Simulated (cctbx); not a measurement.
## Ba4Ca3Cd31 with cctbx, script by script

Library: cctbx 2025.11. The data are simulated by the first script.

## 1. Simulate the data

run.py:

```python
from cctbx import adptbx, crystal, miller, sgtbx, xray
from cctbx.array_family import flex
from iotbx.shelx import hklf
from scitbx import matrix
import scitbx.random

cs = crystal.symmetry(unit_cell=(10.47, 10.47, 10.396, 90, 90, 120), space_group_symbol='Hall: P -6 2')  # P-6m2
atoms = [  # label, site, U (iso, or U11 U22 U33 U12 U13 U23 in A^2), occupancy
    ("Ba1", (2/3, 1/3, 0.2042), (0.0154, 0.0154, 0.0146, 0.0077, 0.0000, 0.0000), 1),
    ("Ba2", (1/3, 2/3, 0), (0.0132, 0.0132, 0.0150, 0.0066, -0.0000, -0.0000), 1),
    ("Ba3", (0, 0, 0), (0.0181, 0.0181, 0.0269, 0.0091, 0.0000, 0.0000), 1),
    ("Cd1", (0.4685, 0.23425, 0.5), (0.0193, 0.0209, 0.0142, 0.0097, 0.0000, 0.0000), 1),
    ("Cd2", (0.2937, 0.14685, 0.2603), (0.0235, 0.0236, 0.0227, 0.0118, 0.0010, 0.0005), 1),
    ("Cd3", (0.0378, 0.5189, 0.2591), (0.0161, 0.0265, 0.0219, 0.0081, 0.0044, 0.0022), 1),
    ("Cd4", (0, 0, 0.3425), (0.0263, 0.0263, 0.0097, 0.0131, 0.0000, 0.0000), 1),
    ("Cd5", (1/3, 2/3, 0.3482), (0.0304, 0.0304, 0.0262, 0.0152, 0.0000, 0.0000), 1),
    ("Cd6", (0.16305, 0.3261, 0.1612), (0.0248, 0.0211, 0.0224, 0.0106, -0.0000, -0.0001), 1),
    ("Cd7", (0.9433, 0.3358, 0), (0.0275, 0.0243, 0.0225, 0.0093, 0.0000, 0.0000), 1),
    ("Ca1", (0.16315, 0.3263, 0.5), (0.0216, 0.0280, 0.0145, 0.0140, 0.0000, 0.0000), 1),
]
xs = xray.structure(crystal_symmetry=cs)
for label, site, u, occ in atoms:
    u = adptbx.u_cif_as_u_star(cs.unit_cell(), u) if isinstance(u, tuple) else u
    xs.add_scatterer(xray.scatterer(label, site=site, u=u, occupancy=occ))
xs.set_inelastic_form_factors(1.54184, "sasaki")
xs.show_summary()
p1 = xs.expand_to_p1()
ms = miller.build_set(p1, anomalous_flag=True, d_min=0.8)
flex.set_random_seed(774992)
scitbx.random.set_random_seed(774992)
ms = ms.select(flex.random_double(ms.size()) < 0.95)
i = ms.structure_factors_from_scatterers(p1, algorithm="direct").f_calc().as_intensity_array().data()
i = i * 70000 / flex.max(i)
sig = flex.sqrt(i + flex.pow2(0.02 * i) + 15 ** 2)
noise = scitbx.random.variate(scitbx.random.normal_distribution())(i.size())
data = ms.array(data=i + sig * noise, sigmas=sig).set_observation_type_xray_intensity()
with open("data.hkl", "w") as f:
    data.export_as_shelx_hklf(f)
print("reflections written:", data.size(), " <I/sigma> = %.1f" % flex.mean(data.data() / data.sigmas()))
for h, a, b in list(data.sort("data"))[:12]:
    print("%4d%4d%4d %9.1f %7.1f" % (h + (a, b)))
```

```console
$ python run.py
```

```text
Number of scatterers: 11
At special positions: 11
Unit cell: (10.47, 10.47, 10.396, 90, 90, 120)
Space group: P -6 m 2 (No. 187)
reflections written: 7637  <I/sigma> = 18.2
  -4   2   0   70901.5  1424.9
   4  -2   0   70133.0  1424.9
  -2  -2   0   69590.5  1424.9
   2   2   0   69434.3  1424.9
  -2   4   0   68206.1  1424.9
   0   0  -4   46109.8   945.1
   0   0   4   44983.1   945.1
  -4   8   0   34137.9   700.7
   4  -8   0   34084.1   700.7
  -4  -4   0   33737.9   700.7
   8  -4   0   33067.9   700.7
  -8   4   0   32809.0   700.7
```

It took 0.51 s on 1 thread of Arm Neoverse N1 (shared host), peak memory 0.07 GiB.

## 2. Symmetry

run.py:

```python
from cctbx import crystal, sgtbx, statistics
from cctbx.array_family import flex
from iotbx.shelx import hklf

p1 = crystal.symmetry(unit_cell=(10.47, 10.47, 10.396, 90, 90, 120), space_group_symbol="P 1")
raw = hklf.reader(file_name="data.hkl").as_miller_arrays(crystal_symmetry=p1, anomalous=True)[0]
print(raw.size(), "reflections to d = %.3f A" % raw.d_min())
isig = raw.data() / raw.sigmas()
print("centring   violations  <I/sigma> of those")
best = "P"
for c in "ABCIRF":
    a = raw.customized_copy(space_group_info=sgtbx.space_group_info("Hall: %s 1" % c)).sys_absent_flags().data()
    m = flex.mean(isig.select(a))
    print("%5s %10d of %5d %8.1f" % (c, (isig.select(a) > 4).count(True), a.count(True), m))
    if (isig.select(a) > 4).count(True) < 0.01 * a.count(True):
        best = c
raw = raw.select(~raw.customized_copy(space_group_info=sgtbx.space_group_info("Hall: %s 1" % best)).sys_absent_flags().data())
isig = raw.data() / raw.sigmas()
rows = []
for s in sgtbx.space_group_symbol_iterator():
    g = sgtbx.space_group(s)
    if g.conventional_centring_type_symbol() != best or not g.is_compatible_unit_cell(p1.unit_cell(), 1e-3, 0.02):
        continue
    rows.append((s, g))
print("Laue class    unique    Rint  (classes that these axes allow; Friedel mates merged)")
rint = {}
for s, g in rows:
    laue = g.build_derived_patterson_group()
    key = laue.type().hall_symbol()
    if key not in rint:
        m = raw.customized_copy(space_group_info=laue.info(), anomalous_flag=False).merge_equivalents()
        rint[key] = m.r_int()
        print("%-14s %6d %7.3f" % (laue.type().lookup_symbol(), m.array().size(), m.r_int()))
floor = min(rint.values())
good = [(s, g) for s, g in rows if rint[g.build_derived_patterson_group().type().hall_symbol()] < 2 * floor + 0.03]
top = max(g.build_derived_patterson_group().order_z() for s, g in good)
print("space group    extra absences  I>4sigma  <I/sigma>")
for s, g in good:
    laue = g.build_derived_patterson_group()
    if laue.order_z() != top:
        continue
    a = raw.customized_copy(space_group_info=g.info()).sys_absent_flags().data()
    a &= ~raw.customized_copy(space_group_info=laue.info()).sys_absent_flags().data()
    bad = (isig.select(a) > 4).count(True)
    if bad <= 0.03 * a.count(True):
        print("%-16s %8d %10d %9s  %s" % (s.universal_hermann_mauguin(), a.count(True), bad, "%.1f" % flex.mean(isig.select(a)) if a.count(True) else "-", "centric" if g.is_centric() else "acentric"))
laue = max(good, key=lambda t: t[1].build_derived_patterson_group().order_z())[1].build_derived_patterson_group()
f = raw.customized_copy(space_group_info=laue.info(), anomalous_flag=False).merge_equivalents().array().eliminate_sys_absent().f_sq_as_f()
f.set_observation_type_xray_amplitude()
bins = max(3, min(8, f.size() // 12))
f.setup_binner(n_bins=bins)
w = statistics.wilson_plot(f, {e: n / laue.order_z() for e, n in {'Ba': 4.0, 'Cd': 31.0, 'Ca': 3.0}.items()}, e_statistics=True)
print("Wilson B = %.2f A^2   <|E^2-1|> = %.3f (0.968 centric, 0.736 acentric)   E^2>4: %.1f %%" % (w.wilson_b, w.mean_e_sq_minus_1, w.percent_e_sq_gt_2))
print("shell (A)         n   <I/sigma>")
m = raw.customized_copy(space_group_info=laue.info(), anomalous_flag=False).merge_equivalents().array().eliminate_sys_absent()
for b in m.setup_binner(n_bins=bins).range_used():
    sel = m.binner().selection(b)
    print("%5.2f - %4.2f %6d %8.1f" % (min(m.binner().bin_d_range(b)[0] if m.binner().bin_d_range(b)[0] > 0 else 99, 99), m.binner().bin_d_range(b)[1], sel.count(True), flex.mean((m.data() / m.sigmas()).select(sel))))
```

```console
$ python run.py
```

```text
7637 reflections to d = 0.801 A
centring   violations  <I/sigma> of those
    A       3206 of  3819     18.3
    B       3223 of  3827     18.3
    C       3247 of  3780     17.6
    I       3210 of  3814     18.3
    R       4313 of  5050     17.9
    F       4838 of  5713     18.1
Laue class    unique    Rint  (classes that these axes allow; Friedel mates merged)
P -1             4014   0.024
P 1 1 2/m        2134   0.027
P -3             1351   0.029
P -3 1 m          748   0.030
P -3 m 1          795   0.030
P 6/m             720   0.030
P 6/m m m         456   0.030
space group    extra absences  I>4sigma  <I/sigma>
P 6 2 2                 0          0         -  acentric
P 6 m m                 0          0         -  acentric
P -6 m 2                0          0         -  acentric
P -6 2 m                0          0         -  acentric
P 6/m m m               0          0         -  centric
Wilson B = 1.50 A^2   <|E^2-1|> = 0.835 (0.968 centric, 0.736 acentric)   E^2>4: 2.0 %
shell (A)         n   <I/sigma>
10.40 - 1.60     77     70.7
 1.60 - 1.27     57     75.0
 1.27 - 1.11     56     71.6
 1.11 - 1.01     57     68.7
 1.01 - 0.94     51     62.9
 0.94 - 0.88     53     63.3
 0.88 - 0.84     53     56.7
 0.84 - 0.80     52     50.6
```

Time: 0.58 s.

## 3. Charge flipping

run.py:

```python
import itertools
from cctbx import crystal, maptbx
from cctbx.array_family import flex
from iotbx.shelx import hklf
from smtbx.ab_initio import charge_flipping as cf

cs = crystal.symmetry(unit_cell=(10.47, 10.47, 10.396, 90, 90, 120), space_group_symbol='Hall: P -6 2')  # P-6m2
raw = hklf.reader(file_name="data.hkl").as_miller_arrays(crystal_symmetry=cs, anomalous=True)[0]
merged = raw.eliminate_sys_absent().merge_equivalents()
fo2 = merged.array().set_observation_type_xray_intensity()
f = fo2.average_bijvoet_mates().f_sq_as_f().resolution_filter(d_min=0.8)
p1 = f.expand_to_p1()
p1.setup_binner_counting_sorted(reflections_per_bin=max(40, p1.size() // 12))
work = p1.array(data=p1.data() / p1.amplitude_quasi_normalisations().data())
flex.set_random_seed(55214)
it = cf.weak_reflection_improved_iterator(delta=None, weak_reflection_fraction=0.2)
it.start(work, phases=flex.random_double(p1.size()) * 6.2832, f_000=0)
it.delta = 1 * it.rho_map.sigma()
print("cycle      R  skewness")
for n, st in enumerate(itertools.islice(it, 100)):
    if n % 8 == 0:
        print("%5d %6.3f %8.2f" % (n, st.r1_factor(), st.rho_map.skewness()))
rho = p1.phase_transfer(it.f_calc).fft_map().apply_volume_scaling()
polish = cf.low_density_elimination_iterator(constant_rho_c=rho.sigma())
polish.start(f_obs=p1, phases=it.f_calc, f_000=0)
for _ in range(8):
    next(polish)
print("origin shift          correlation  skewness")
maps = []
for fc, shift, cc in itertools.islice(cf.f_calc_symmetrisations(f, polish.f_calc, 0), 4):
    m = f.phase_transfer(fc).fft_map(symmetry_flags=maptbx.use_space_group_symmetry, resolution_factor=0.25).apply_sigma_scaling()
    maps.append((m.skewness(), cc, m))
    print("%6.3f %6.3f %6.3f %10.3f %9.2f" % (tuple(shift) + (cc, m.skewness())))
skew, cc, m = max((t for t in maps if t[1] > maps[0][1] - 0.04), key=lambda t: t[0])
print("taken: symmetry correlation %.3f, skewness %.2f" % (cc, skew))
peaks = m.peak_search(parameters=maptbx.peak_search_parameters(min_distance_sym_equiv=0.9, max_clusters=16)).all()
sps = cs.special_position_settings(min_distance_sym_equiv=0.5)
print("peak      x       y       z  mult  height/sigma")
for k, (x, h) in enumerate(zip(peaks.sites(), peaks.heights())):
    ss = sps.site_symmetry(x)
    print("Q%-3d %7.4f %7.4f %7.4f %4d %8.1f" % ((k + 1,) + tuple(t % 1 for t in ss.exact_site()) + (ss.multiplicity(), h)))
```

```console
$ python run.py
```

```text
cycle      R  skewness
    0  0.613     0.33
    8  0.478     1.59
   16  0.480     1.93
   24  0.469     2.18
   32  0.454     2.63
   40  0.385     4.47
   48  0.261     5.36
   56  0.224     5.14
   64  0.217     4.97
   72  0.215     4.93
   80  0.220     4.91
   88  0.218     4.89
   96  0.214     4.91
origin shift          correlation  skewness
 0.183  0.625  0.019      0.886      0.70
 0.017  0.290  0.014      0.869      0.72
 0.120  0.787  0.270      0.876      0.58
 0.267  0.512  0.274      0.860      0.45
taken: symmetry correlation 0.869, skewness 0.72
peak      x       y       z  mult  height/sigma
Q1    0.6667  0.3333  0.2317    2      7.0
Q2    0.5673  0.1347  0.5000    3      5.8
Q3    0.3885  0.1943  0.5000    3      5.3
Q4    0.0685  0.1370  0.5000    3      5.0
Q5    0.5939  0.2970  0.0626    6      4.7
Q6    0.0000  0.0000  0.0437    2      4.5
Q7    0.5345  0.0690  0.1300    6      4.3
Q8    0.5614  0.1229  0.0000    3      4.2
Q9    0.1976  0.3951  0.0000    3      4.2
Q10   0.0773  0.3181  0.0000    6      4.1
Q11   0.2346  0.6173  0.5000    3      4.0
Q12   0.9953  0.4977  0.0472    6      3.8
Q13   0.5951  0.2975  0.3490    6      3.6
Q14   0.9957  0.4370  0.1559   12      3.4
Q15   0.0758  0.0379  0.3541    6      3.4
Q16   0.0706  0.3007  0.2815   12      3.3
```

Time: 0.89 s.

## 4. Refinement (model from the peaks)

run.py:

```python
import math
from cctbx import adptbx, crystal, maptbx, sgtbx, xray
from cctbx.array_family import flex
from cctbx.xray import observations
from iotbx.shelx import hklf
from scitbx.lstbx import normal_eqns_solving
from smtbx import absolute_structure, utils
from smtbx.refinement import constraints, least_squares

cs = crystal.symmetry(unit_cell=(10.47, 10.47, 10.396, 90, 90, 120), space_group_symbol='Hall: P -6 2')  # P-6m2
atoms = [  # label, site, U (iso, or U11 U22 U33 U12 U13 U23 in A^2), occupancy
    ("Ba1", (0.6667, 0.3333, 0.2317), 0.0200, 1),
    ("Cd1", (0.5673, 0.1347, 0.5), 0.0200, 1),
    ("Cd2", (0.3885, 0.1943, 0.5), 0.0200, 1),
    ("Cd3", (0.0685, 0.137, 0.5), 0.0200, 1),
    ("Cd4", (0.5939, 0.297, 0.0626), 0.0200, 1),
    ("Cd5", (0.5345, 0.069, 0.13), 0.0200, 1),
    ("Cd6", (0.5614, 0.1229, 0), 0.0200, 1),
    ("Ca1", (0.1976, 0.3951, 0), 0.0200, 1),
    ("Cd7", (0.0773, 0.3181, 0), 0.0200, 1),
]
xs = xray.structure(crystal_symmetry=cs)
for label, site, u, occ in atoms:
    u = adptbx.u_cif_as_u_star(cs.unit_cell(), u) if isinstance(u, tuple) else u
    xs.add_scatterer(xray.scatterer(label, site=site, u=u, occupancy=occ))
xs.set_inelastic_form_factors(1.54184, "sasaki")
raw = hklf.reader(file_name="data.hkl").as_miller_arrays(crystal_symmetry=cs, anomalous=True)[0]
merged = raw.eliminate_sys_absent().merge_equivalents()
fo2 = merged.array().set_observation_type_xray_intensity()
print("Rint %.3f, %d unique reflections to %.2f A" % (merged.r_int(), fo2.size(), fo2.d_min()))
for sc in xs.scatterers():
    sc.flags.set_grad_site(True)
    sc.flags.set_grad_u_aniso(sc.flags.use_u_aniso())
    sc.flags.set_grad_u_iso(sc.flags.use_u_iso())
obs = fo2.as_xray_observations()
extra = {}
rep = constraints.reparametrisation(xs, [], utils.connectivity_table(xs), **extra)
ls = least_squares.crystallographic_ls(obs, rep, weighting_scheme=least_squares.mainstream_shelx_weighting(a=0, b=0))
print("cycle     R1     wR2    GooF  max shift (A)")
for cycle in range(6):
    ls.build_up()
    r1, wr2, goof = ls.r1_factor(cutoff_factor=2)[0], ls.wR2(), ls.goof()
    old = xs.sites_cart()
    normal_eqns_solving.levenberg_marquardt_iterations(ls, n_max_iterations=3, tau=0.0001, step_threshold=1e-7)
    big = flex.max((xs.sites_cart() - old).norms())
    print("%4d %7.4f %7.4f %7.3f %9.5f" % (cycle + 1, r1, wr2, goof, big))
    ls.build_up(objective_only=True)
    if abs(ls.wR2() - wr2) < 5e-5 and big < 5e-4:
        break
ls.build_up()
print("final R1 %.4f wR2 %.4f GooF %.3f  parameters %d  data/parameter %.1f" % (ls.r1_factor(cutoff_factor=2)[0], ls.wR2(), ls.goof(), ls.n_parameters, fo2.size() / ls.n_parameters))
cov = ls.covariance_matrix_and_annotations()
su = dict(zip(cov.annotations, (math.sqrt(max(v, 0)) for v in cov.matrix.matrix_packed_u_diagonal())))
a2 = cs.unit_cell().reciprocal_parameters()[0] ** -2
print("atom        x        y        z      Ueq    occ   su(xyz)  su(Uiso or U11)")
for sc in xs.scatterers():
    s = max(su.get(sc.label + k, 0) for k in (".x", ".y", ".z"))
    npd = "" if sc.is_positive_definite_u(cs.unit_cell()) else "  NPD"
    print("%-5s %8.5f %8.5f %8.5f %8.4f %6.3f %8.5f %7.4f%s" % ((sc.label,) + sc.site + (sc.u_iso_or_equiv(cs.unit_cell()), sc.occupancy, s, su.get(sc.label + ".uiso", su.get(sc.label + ".u11", 0) * a2), npd)))
fo = fo2.f_sq_as_f()
fc = fo.structure_factors_from_scatterers(xs, algorithm="direct").f_calc()
diff = fo.f_obs_minus_f_calc(1 / math.sqrt(ls.scale_factor()), fc).average_bijvoet_mates()
m = diff.fft_map(symmetry_flags=maptbx.use_space_group_symmetry, resolution_factor=0.25).apply_volume_scaling()
print("difference map: max %.2f min %.2f rms %.2f" % (m.statistics().max(), m.statistics().min(), m.statistics().sigma()))
peaks = m.peak_search(parameters=maptbx.peak_search_parameters(min_distance_sym_equiv=0.6, max_clusters=7)).all()
near = xs.closest_distances(peaks.sites(), distance_cutoff=4)
sps = cs.special_position_settings(min_distance_sym_equiv=0.5)
for k, (x, h) in enumerate(zip(peaks.sites(), peaks.heights())):
    ss = sps.site_symmetry(x)
    print("Q%-3d %7.4f %7.4f %7.4f %4d %7.2f  %.2f A from %s" % ((k + 1,) + tuple(t % 1 for t in ss.exact_site()) + (ss.multiplicity(), h, near.smallest_distances[k], xs.scatterers()[near.i_seqs[k]].label)))
```

```console
$ python run.py
```

```text
Rint 0.025, 836 unique reflections to 0.80 A
cycle     R1     wR2    GooF  max shift (A)
   1  0.7341  0.9545  60.544   0.30207
   2  0.6481  0.9088  57.650   0.14630
   3  0.6395  0.9020  57.216   0.16538
   4  0.6367  0.9006  57.128   0.37268
   5  0.6403  0.9035  57.310   0.55332
   6  0.6748  0.9278  58.851   0.03222
final R1 0.6349 wR2 0.8991 GooF 57.030  parameters 21  data/parameter 39.8
atom        x        y        z      Ueq    occ   su(xyz)  su(Uiso or U11)
Ba1    0.66667  0.33333  0.25997   0.0001  1.000  0.00694  0.0135
Cd1    0.55666  0.11332  0.50000   0.0001  1.000  0.00758  0.0125
Cd2    0.37980  0.18990  0.50000   0.0001  1.000  0.00743  0.0129
Cd3    0.06650  0.13300  0.50000   0.0001  1.000  0.00769  0.0118
Cd4    0.54806  0.27403  0.07270   0.0025  1.000  0.00507  0.0086
Cd5    0.51846  0.03693  0.15094   0.0001  1.000  0.00520  0.0088
Cd6    0.57065  0.14131  0.00000   0.0001  1.000  0.00749  0.0137
Ca1    0.18418  0.36836  0.00000   0.0083  1.000  0.02572  0.0456
Cd7    0.05583  0.30604  0.00000   0.0001  1.000  0.00535  0.0101
difference map: max 331.30 min -109.01 rms 26.82
Q1    0.6667  0.3333  0.2566    2  332.26  0.04 A from Ba1
Q2    0.0660  0.1321  0.5000    3  260.35  0.01 A from Cd3
Q3    0.5614  0.1228  0.5000    3  226.20  0.09 A from Cd1
Q4    0.0446  0.2957  0.0000    6  206.67  0.11 A from Cd7
Q5    0.5738  0.1475  0.0000    3  206.46  0.06 A from Cd6
Q6    0.5165  0.0330  0.1513    6  203.05  0.04 A from Cd5
Q7    0.3856  0.1928  0.5000    3  169.17  0.05 A from Cd2
```

Time: 1.4 s.

Figures of merit this high mean that the model is still wrong or incomplete.

## 5. Charge flipping

run.py, as its changes from the last script of this kind:

```diff
@@ -13,3 +13,2 @@
-p1.setup_binner_counting_sorted(reflections_per_bin=max(40, p1.size() // 12))
-work = p1.array(data=p1.data() / p1.amplitude_quasi_normalisations().data())
-flex.set_random_seed(55214)
+work = p1
+flex.set_random_seed(55215)
@@ -20,2 +19,2 @@
-for n, st in enumerate(itertools.islice(it, 100)):
-    if n % 8 == 0:
+for n, st in enumerate(itertools.islice(it, 200)):
+    if n % 16 == 0:
```

```console
$ python run.py
```

```text
cycle      R  skewness
    0  0.622     0.33
   16  0.460     2.05
   32  0.278     5.45
   48  0.201     5.13
   64  0.204     5.03
   80  0.192     5.00
   96  0.193     4.94
  112  0.189     4.94
  128  0.194     4.88
  144  0.193     4.92
  160  0.196     4.89
  176  0.192     4.91
  192  0.198     4.87
origin shift          correlation  skewness
 0.022  0.062  0.192      0.909      1.03
 0.022  0.565  0.192      0.926      0.93
 0.023  0.562  0.065      0.886      0.86
 0.191  0.394  0.191      0.912      0.83
taken: symmetry correlation 0.909, skewness 1.03
peak      x       y       z  mult  height/sigma
Q1    0.6667  0.3333  0.1737    2      8.1
Q2    0.2619  0.1310  0.3214    6      7.3
Q3    0.1173  0.2346  0.1780    6      6.3
Q4    0.2583  0.1291  0.0000    3      6.2
Q5    0.0000  0.0000  0.3756    2      6.0
Q6    0.4752  0.2376  0.0000    3      5.0
Q7    0.0000  0.0000  0.1693    2      4.4
Q8    0.4726  0.2363  0.5000    3      4.0
Q9    0.0145  0.3679  0.5000    6      4.0
Q10   0.5413  0.0827  0.2383    6      3.9
Q11   0.5885  0.2943  0.4232    6      3.5
Q12   0.0312  0.2153  0.0000    6      3.4
Q13   0.0323  0.5162  0.1747    6      3.3
Q14   0.5515  0.1030  0.3377    6      3.3
Q15   0.4519  0.1465  0.1692   12      3.3
Q16   0.2125  0.4249  0.0606    6      3.1
```

Time: 1 s.

[Logs are printed without paths, hosts, clocks, repeated set-up lines and the standing remarks that a program may print on its own settings, such as how far it seeks lower states.]
